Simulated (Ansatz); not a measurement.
# Ca3PbS (model cell, started as antiperovskite): following an unstable mode

Aim: this structure of Ca3PbS (model cell, started as antiperovskite) is to be tested for unstable modes, and one is followed downhill.

Main program and level: Ansatz 0.2.0; DFT LDA, scalar-relativistic, plane waves, PAW; PAW set soft_1.

This is a report of a sequence of runs, with most program output left out.

The structure was built from a prototype and need not be the compound's stable phase.

In doubt: the program warns that the response may not be converged on this k-mesh (step 8), which bears on the force constants and all frequencies.

### Step 1. The structure

It takes space group Pm-3m (No. 221, cubic). The conventional cell has a = 5.191 Å, b = 5.191 Å, c = 5.191 Å, α = 90.00°, β = 90.00°, γ = 90.00°. Nearest to Pb lie 12 Ca at 3.67 Å. Nearest to S lie 6 Ca at 2.60 Å. Nearest to Ca lie 2 S at 2.60 Å. Farther neighbours and most contacts between anions are not listed.

Coordinates:

```cif
data_structure
_symmetry_space_group_name_H-M 'P 1'
_symmetry_Int_Tables_number 1
_cell_length_a 5.1909
_cell_length_b 5.1909
_cell_length_c 5.1909
_cell_angle_alpha 90.000
_cell_angle_beta 90.000
_cell_angle_gamma 90.000
_cell_volume 139.87
loop_
_atom_site_label
_atom_site_type_symbol
_atom_site_fract_x
_atom_site_fract_y
_atom_site_fract_z
_atom_site_occupancy
Pb1 Pb 0.00000 0.00000 0.00000 1
S2 S 0.50000 0.50000 0.50000 1
Ca3 Ca 0.50000 0.50000 0.00000 1
Ca4 Ca 0.50000 0.00000 0.50000 1
Ca5 Ca 0.00000 0.50000 0.50000 1
```

### Step 2. Response at finite wavevector

The cell comes from relaxations at this level that are not shown. Stability and thermal properties need the whole zone. Linear response on a 2×2×2 q mesh gives force constants as far as a supercell of that size would.

Contents of input.yaml:

```yaml
crystal:
  lattice:
    - [5.1909141566, 0.0, 0.0]
    - [0.0, 5.1909141566, 0.0]
    - [0.0, 0.0, 5.1909141566]
  atoms:
    - { symbol: Pb, position: [0.0, 0.0, 0.0] }
    - { symbol: S, position: [0.5, 0.5, 0.5] }
    - { symbol: Ca, position: [0.5, 0.5, 0.0] }
    - { symbol: Ca, position: [0.5, 0.0, 0.5] }
    - { symbol: Ca, position: [0.0, 0.5, 0.5] }
kpoints:
  mp_grid: { grid: [8, 8, 8] }
hamiltonian:
  xc: lda
  pseudopotentials: { kind: paw, azcp: { folder: soft_1 }, xc_functional: pbe }
scf:
  occupations: { method: methfessel_paxton, width: 0.2 }
output:
  eigenvalues: true
phonons:
  method: dfpt
  qmesh: [2, 2, 2]
  temperatures: { t_max: 1000, t_step: 50 }
  qpath:
    path:
      - [[0.0, 0.0, 0.0], [0.0, 0.5, 0.0], [0.5, 0.5, 0.0], [0.0, 0.0, 0.0], [0.5, 0.5, 0.5], [0.0, 0.5, 0.0]]
      - [[0.5, 0.5, 0.5], [0.5, 0.5, 0.0]]
    npoints: 10
```

Command:

```sh
$ ansatz run input.yaml --threads 8 --pin off --max-ram 16384MiB --backend cpu --events-out ev --progress --plain --runs-dir out
```

Elapsed: 2.3 min, on 8 threads of Intel Xeon 6975P-C (Granite Rapids), shared host; peak memory 1.8 GiB.

Numbers from this step:

```yaml
volume_per_atom: 27.97 Å³
gap_on_the_k_mesh: 0.02912 eV
sum_rule_residual_before_enforcement: 2.41e-5 eV/Å²
lowest_frequency_on_the_path: -78.14 cm⁻¹
point_group: m-3m
highest_frequency_on_the_path_or_at_a_solved_wavevector: 385.7 cm⁻¹
highest_optical_mode_at_the_zone_centre_no_lo_to_term: 384.6 cm⁻¹
lowest_optical_zone_centre_mode: 51.19 cm⁻¹
lowest_mode_on_the_q_mesh_acoustic_modes_at_gamma_apart: -78.14 cm⁻¹
```

Frequencies (cm⁻¹) solved at each irreducible wavevector; negative means imaginary. Frequencies by wavevector, by row:

| q in reciprocal lattice units | star | mode 1 | mode 2 | mode 3 | mode 4 | mode 13 | mode 14 | mode 15 |
| --- | --- | --- | --- | --- | --- | --- | --- | --- |
| 0 0 0 | 1 | 0 | 0 | 0 | 51.2 | 384.6 | 384.6 | 384.6 |
| 0 0 -0.5 | 3 | 42.3 | 42.3 | 52 | 52 | 309 | 385.7 | 385.7 |
| 0 -0.5 -0.5 | 3 | -78.1 | 41.9 | 48.4 | 48.4 | 298.9 | 324.7 | 385.7 |
| -0.5 -0.5 -0.5 | 1 | -75.7 | -75.7 | -75.7 | 48.2 | 301 | 301 | 332.3 |

Interpolated from a 2×2×2 q mesh. The phonon branches at the labelled points (cm⁻¹):

| point | branch 1 | branch 2 | branch 3 | branch 4 | branch 12 | branch 13 | branch 14 | branch 15 |
| --- | --- | --- | --- | --- | --- | --- | --- | --- |
| Γ | 0 | 0 | 0 | 51 | 136 | 385 | 385 | 385 |
| halfway | 31 | 31 | 46 | 53 | 200 | 365 | 385 | 385 |
| X | 42 | 42 | 52 | 52 | 294 | 309 | 386 | 386 |
| halfway | -54 | 42 | 46 | 52 | 297 | 304 | 366 | 386 |
| M | -78 | 42 | 48 | 48 | 299 | 299 | 325 | 386 |
| halfway | -25 | 38 | 44 | 47 | 208 | 360 | 370 | 385 |
| Γ | 0 | 0 | 0 | 51 | 136 | 385 | 385 | 385 |
| halfway | -37 | 14 | 14 | 45 | 212 | 360 | 360 | 374 |
| R | -76 | -76 | -76 | 48 | 301 | 301 | 301 | 332 |
| halfway | -61 | -34 | -17 | 46 | 296 | 302 | 361 | 371 |
| X | 42 | 42 | 52 | 52 | 294 | 309 | 386 | 386 |
| jump to R | -76 | -76 | -76 | 48 | 301 | 301 | 301 | 332 |
| halfway | -77 | -48 | -48 | 45 | 300 | 300 | 318 | 367 |
| M | -78 | 42 | 48 | 48 | 299 | 299 | 325 | 386 |

Symmetry leaves 4 wavevectors to solve. The lowest mode among them, the acoustic zeros apart, lies at q = (0, -0.5, -0.5) and is imaginary, 78.1i cm⁻¹, so the energy falls along it.

### Step 3. The mode frozen in, largest atomic shift 0 Å

The mode followed lies at q = (-0.5, -0.5, -0.5) with frequency 75.7i cm⁻¹ and is 3-fold degenerate, one of the unstable modes though not the softest. At small amplitude the distorted cell has space group no. 74 by a symmetry search on the positions. The undistorted cell that holds it gives the zero of energy on the same k mesh.

System of this step: Ca3PbS (model cell, started as antiperovskite). It takes space group Pm-3m (No. 221, cubic). Conventional cell: a = 5.191 Å, b = 5.191 Å, c = 5.191 Å, α = 90.00°, β = 90.00°, γ = 90.00°. Nearest to Pb lie 12 Ca at 3.67 Å. Nearest to S lie 6 Ca at 2.60 Å. Nearest to Ca lie 2 S at 2.60 Å. Farther neighbours and most contacts between anions are not listed.

input.yaml, the sections that differ from step 2:

```yaml
crystal:
  lattice:
    - [5.1909141566, 5.1909141566, 0.0]
    - [5.1909141566, 0.0, 5.1909141566]
    - [5.1909141566, 0.0, -5.1909141566]
  atoms:
    - { symbol: Pb, position: [0.0, 0.0, 0.0] }
    - { symbol: Pb, position: [0.0, 0.5, 0.5] }
    - { symbol: S, position: [0.5, 0.25, 0.75] }
    - { symbol: S, position: [0.5, 0.75, 0.25] }
    - { symbol: Ca, position: [0.5, 0.0, 0.0] }
    - { symbol: Ca, position: [0.5, 0.5, 0.5] }
    - { symbol: Ca, position: [0.0, 0.5, 0.0] }
    - { symbol: Ca, position: [0.0, 0.0, 0.5] }
    - { symbol: Ca, position: [0.5, 0.0, 0.5] }
    - { symbol: Ca, position: [0.5, 0.5, 0.0] }
output:
  forces: true
  stress: true
  eigenvalues: true
# kpoints, hamiltonian, scf: as in step 2
# phonons: removed
```

Elapsed: 3.8 s, on 8 threads; peak memory 1.2 GiB.

Numbers from this step:

```yaml
pressure: 0.02100 GPa
gap_on_the_k_mesh: 0 eV
energy_from_the_undistorted_cell: 0 meV/atom
```

The run ends at a pressure of 0.02 GPa.

### Step 4. The mode frozen in, largest atomic shift 0.6 Å

The atoms are moved along the unstable eigenvector, the largest shift by 0.6 Å, with the cell fixed.

input.yaml, the sections that differ from step 3:

```yaml
crystal:
  lattice:
    - [5.1909141566, 5.1909141566, 0.0]
    - [5.1909141566, 0.0, 5.1909141566]
    - [5.1909141566, 0.0, -5.1909141566]
  atoms:
    - { symbol: Pb, position: [0.0, 0.0, 0.0] }
    - { symbol: Pb, position: [0.0, 0.5, 0.5] }
    - { symbol: S, position: [0.5, 0.25, 0.75] }
    - { symbol: S, position: [0.5, 0.75, 0.25] }
    - { symbol: Ca, position: [0.5817320526, -0.0817320526, -0.0817320526] }
    - { symbol: Ca, position: [0.4182679474, 0.5817320526, 0.5817320526] }
    - { symbol: Ca, position: [0.0, 0.4591339737, 0.0408660263] }
    - { symbol: Ca, position: [0.0, 0.0408660263, 0.4591339737] }
    - { symbol: Ca, position: [0.5, 0.0408660263, 0.4591339737] }
    - { symbol: Ca, position: [0.5, 0.4591339737, 0.0408660263] }
# kpoints, hamiltonian, scf, output: as in step 3
```

Elapsed: 9.6 s, on 8 threads; peak memory 1.7 GiB; 70 s of CPU time.

Numbers from this step:

- pressure: -0.1819 GPa
- energy from the undistorted cell: -37.60 meV/atom

The energy, extrapolated to zero smearing, is -37.60 meV/atom against the undistorted cell.

The run ends at a pressure of -0.18 GPa, with forces up to 0.29 eV/Å.

### Step 5. Energy along the mode, all amplitudes (two of the runs are shown above)

An imaginary frequency means negative curvature, so the energy should fall and then rise again as anharmonic terms take over.

Numbers from this step:

| Quantity | Value |
| --- | --- |
| depth at the lowest point sampled | 37.60 meV/atom |
| largest atomic shift at that point | 0.6 Å |

The energy from the parent by largest atomic shift:

| largest atomic shift (Å) | energy from the parent (meV/atom) |
| --- | --- |
| 0.000 | 0 |
| 0.040 | -0.275 |
| 0.080 | -1.09 |
| 0.140 | -3.3 |
| 0.220 | -7.90 |
| 0.320 | -15.7 |
| 0.450 | -27.4 |
| 0.600 | -37.6 |

Displacement at unit largest shift by atom:

| atom | x (Å) | y (Å) | z (Å) | size |
| --- | --- | --- | --- | --- |
| Pb1 | 0.000 | 0.000 | 0.000 | 0.000 |
| Pb2 | 0.000 | 0.000 | 0.000 | 0.000 |
| S3 | 0.000 | 0.000 | 0.000 | 0.000 |
| S4 | 0.000 | 0.000 | 0.000 | 0.000 |
| Ca5 | -0.707 | 0.707 | 0.000 | 1.000 |
| Ca6 | 0.707 | -0.707 | 0.000 | 1.000 |
| Ca7 | 0.000 | 0.000 | -0.707 | 0.707 |
| Ca8 | 0.000 | 0.000 | 0.707 | 0.707 |
| Ca9 | 0.000 | 0.000 | 0.707 | 0.707 |
| Ca10 | 0.000 | 0.000 | -0.707 | 0.707 |

The lowest of the steps tried is the last one, at 0.6 Å, 37.6 meV/atom below the parent; the bottom of the well need not coincide with a step.

### Step 6. Relaxing from the distorted cell

Starting from the lowest point found, all atoms and the cell are let go, so that strain and other modes of the same symmetry can join in.

input.yaml, as its differences from that of step 4:

```diff
@@ -27 +27,6 @@
   eigenvalues: true
+relax:
+  adjacent_minimum: "off"
+  f_tol: 0.002
+  max_steps: 120
+  cell: { stress_tol: 0.03 }
```

Run time: 55 s. Hardware: 8 threads; peak memory 1.8 GiB; 6.7 min of CPU time.

Step by step:

| step | energy less that of the first step (eV) | largest force component (eV/Å) | pressure (GPa) | volume (Å³) |
| --- | --- | --- | --- | --- |
| 1 | 0.0000 | 0.2082 | -0.18 | 279.74 |
| 2 | -0.0780 | 0.1081 | -0.14 | 278.84 |
| 3 | -0.0865 | 0.0550 | 0.05 | 277.68 |
| 4 | -0.0919 | 0.0165 | 0.06 | 277.77 |
| 5 | -0.0925 | 0.0100 | -0.04 | 278.48 |
| 6 | -0.0927 | 0.0015 | 0.00 | 278.32 |
| 7* | -0.0926 | 0.0015 | 0.00 | 278.32 |

Relaxation steps marked * repeat the geometry before them on a plane-wave basis chosen anew for their cell, so energy and pressure can jump there.

The run keeps the 8 symmetry operations that it works with, so distortions that break them were not tested.

| conventional cell, symmetrised | before | after | change |
| --- | --- | --- | --- |
| a (Å) | 7.341 | 7.241 | -1.4 % |
| b (Å) | 10.382 | 10.329 | -0.5 % |
| c (Å) | 7.341 | 7.442 | +1.4 % |
| volume (Å³/atom) | 27.97 | 27.83 | -0.5 % |

The atoms that moved most (Å, as changes of fractional coordinates times the final cell):

| atom | dx | dy | dz | length |
| --- | --- | --- | --- | --- |
| Ca10 | 0.000 | 0.000 | -0.125 | 0.125 |
| Ca8 | 0.000 | 0.000 | 0.125 | 0.125 |
| Ca9 | 0.000 | 0.000 | 0.125 | 0.125 |
| Ca7 | 0.000 | 0.000 | -0.125 | 0.125 |
| Ca5 | -0.061 | 0.061 | 0.000 | 0.086 |
| Ca6 | 0.061 | -0.061 | 0.000 | 0.086 |
| Pb2 | -0.040 | 0.040 | 0.000 | 0.056 |
| Pb1 | 0.040 | -0.040 | 0.000 | 0.056 |

Numbers from this step:

| Item | Value |
| --- | --- |
| pressure | -0.001307 GPa |
| volume per atom | 27.83 Å³ |
| gap on the k-mesh | 0.4878 eV |

The distorted start has space group Imma; the relaxation ends in Imma.

### Step 7. The new phase in its own primitive cell

The relaxed structure is symmetrised, reduced to its primitive cell and relaxed tightly, as its phonons need.

Contents of input.yaml:

```yaml
crystal:
  lattice:
    - [-3.6206626173, 5.1642908228, 3.721171427]
    - [3.6206626173, -5.1642908228, 3.721171427]
    - [3.6206626173, 5.1642908228, -3.721171427]
  atoms:
    - { symbol: Pb, position: [0.7575184707, 0.0075184707, 0.75] }
    - { symbol: Pb, position: [0.2424815293, 0.9924815293, 0.25] }
    - { symbol: S, position: [0.0, 0.5, 0.5] }
    - { symbol: S, position: [0.5, 0.5, 0.0] }
    - { symbol: Ca, position: [0.656726647, 0.406726647, 0.25] }
    - { symbol: Ca, position: [0.343273353, 0.593273353, 0.75] }
    - { symbol: Ca, position: [0.197009856, 0.5, 0.197009856] }
    - { symbol: Ca, position: [0.802990144, 0.5, 0.802990144] }
    - { symbol: Ca, position: [0.802990144, 0.0, 0.302990144] }
    - { symbol: Ca, position: [0.197009856, 0.0, 0.697009856] }
kpoints:
  mp_grid: { grid: [6, 6, 6] }
hamiltonian:
  xc: lda
  pseudopotentials: { kind: paw, azcp: { folder: soft_1 }, xc_functional: pbe }
scf:
  occupations: { method: fixed }
output:
  forces: true
  stress: true
  eigenvalues: true
relax:
  adjacent_minimum: "off"
  f_tol: 0.001
  max_steps: 60
  cell: { stress_tol: 0.01 }
```

The job ended after 17 s (8 threads; peak memory 1.3 GiB).

Little changed from the start: no atom moved by 0.005 Å and no cell edge by 0.1 %.

This step gave:

- pressure: 4.94e-4 GPa
- gap on the k-mesh: 0.4894 eV
- direct gap on mesh: 0.4894 eV

The largest force component left is 0.90 meV/Å and the pressure is 0.000 GPa, within the tolerances set. The cell now holds 27.83 Å³/atom.

### Step 8. Modes of the new phase, k-mesh 6×6×6, occupations fixed

A relaxed structure may still be a saddle point, so its zone-centre modes are computed. The response to a homogeneous field gives the Born charges and the dielectric tensor.

Contents of input.yaml:

```yaml
crystal:
  lattice:
    - [-3.6203975204, 5.1659985539, 3.7201569818]
    - [3.6203975204, -5.1659985539, 3.7201569818]
    - [3.6203975204, 5.1659985539, -3.7201569818]
  atoms:
    - { symbol: Pb, position: [0.7575458992, 0.0075458992, 0.75] }
    - { symbol: Pb, position: [0.2424541008, 0.9924541008, 0.25] }
    - { symbol: S, position: [0.0, 0.5, 0.5] }
    - { symbol: S, position: [0.5, 0.5, 0.0] }
    - { symbol: Ca, position: [0.6568673037, 0.4068673037, 0.25] }
    - { symbol: Ca, position: [0.3431326963, 0.5931326963, 0.75] }
    - { symbol: Ca, position: [0.197013528, 0.5, 0.197013528] }
    - { symbol: Ca, position: [0.802986472, 0.5, 0.802986472] }
    - { symbol: Ca, position: [0.802986472, 0.0, 0.302986472] }
    - { symbol: Ca, position: [0.197013528, 0.0, 0.697013528] }
kpoints:
  mp_grid: { grid: [6, 6, 6] }
hamiltonian:
  xc: lda
  pseudopotentials: { kind: paw, azcp: { folder: soft_1 }, xc_functional: pbe }
scf:
  occupations: { method: fixed }
output:
  eigenvalues: true
phonons:
  method: dfpt
  dielectric: true
  rigid_motions: translations
```

Elapsed: 6.8 min, on 8 threads; peak memory 7.7 GiB.

Numbers from this step:

```yaml
sum_rule_residual_before_enforcement: 9.14e-5 eV/Å²
miss_of_the_charge_sum_rule: 0.06163 e
estimated_error_of_the_dielectric_tensor: 0.07434
estimated_error_of_the_born_charges: 0.05338 e
point_group: mmm
highest_optical_mode_at_the_zone_centre_no_lo_to_term: 345.8 cm⁻¹
lowest_optical_zone_centre_mode: 27.91 cm⁻¹
mean_high_frequency_dielectric_constant: 16.62
largest_born_charge_third_of_the_trace: -3.390 e
mean_static_dielectric_constant: 32.38
top_of_the_zone_centre_spectrum_with_the_field: 356.5 cm⁻¹
```

(Part 1 of 2 ends here.)

[Logs are printed without paths, hosts, clocks, repeated set-up lines and the standing remarks that a program may print on its own settings, such as how far it seeks lower states.]

[Hosts, paths, dates, database ids (printed as entryN), source tags and the programs' standing remarks are cut or masked in the printed files.]
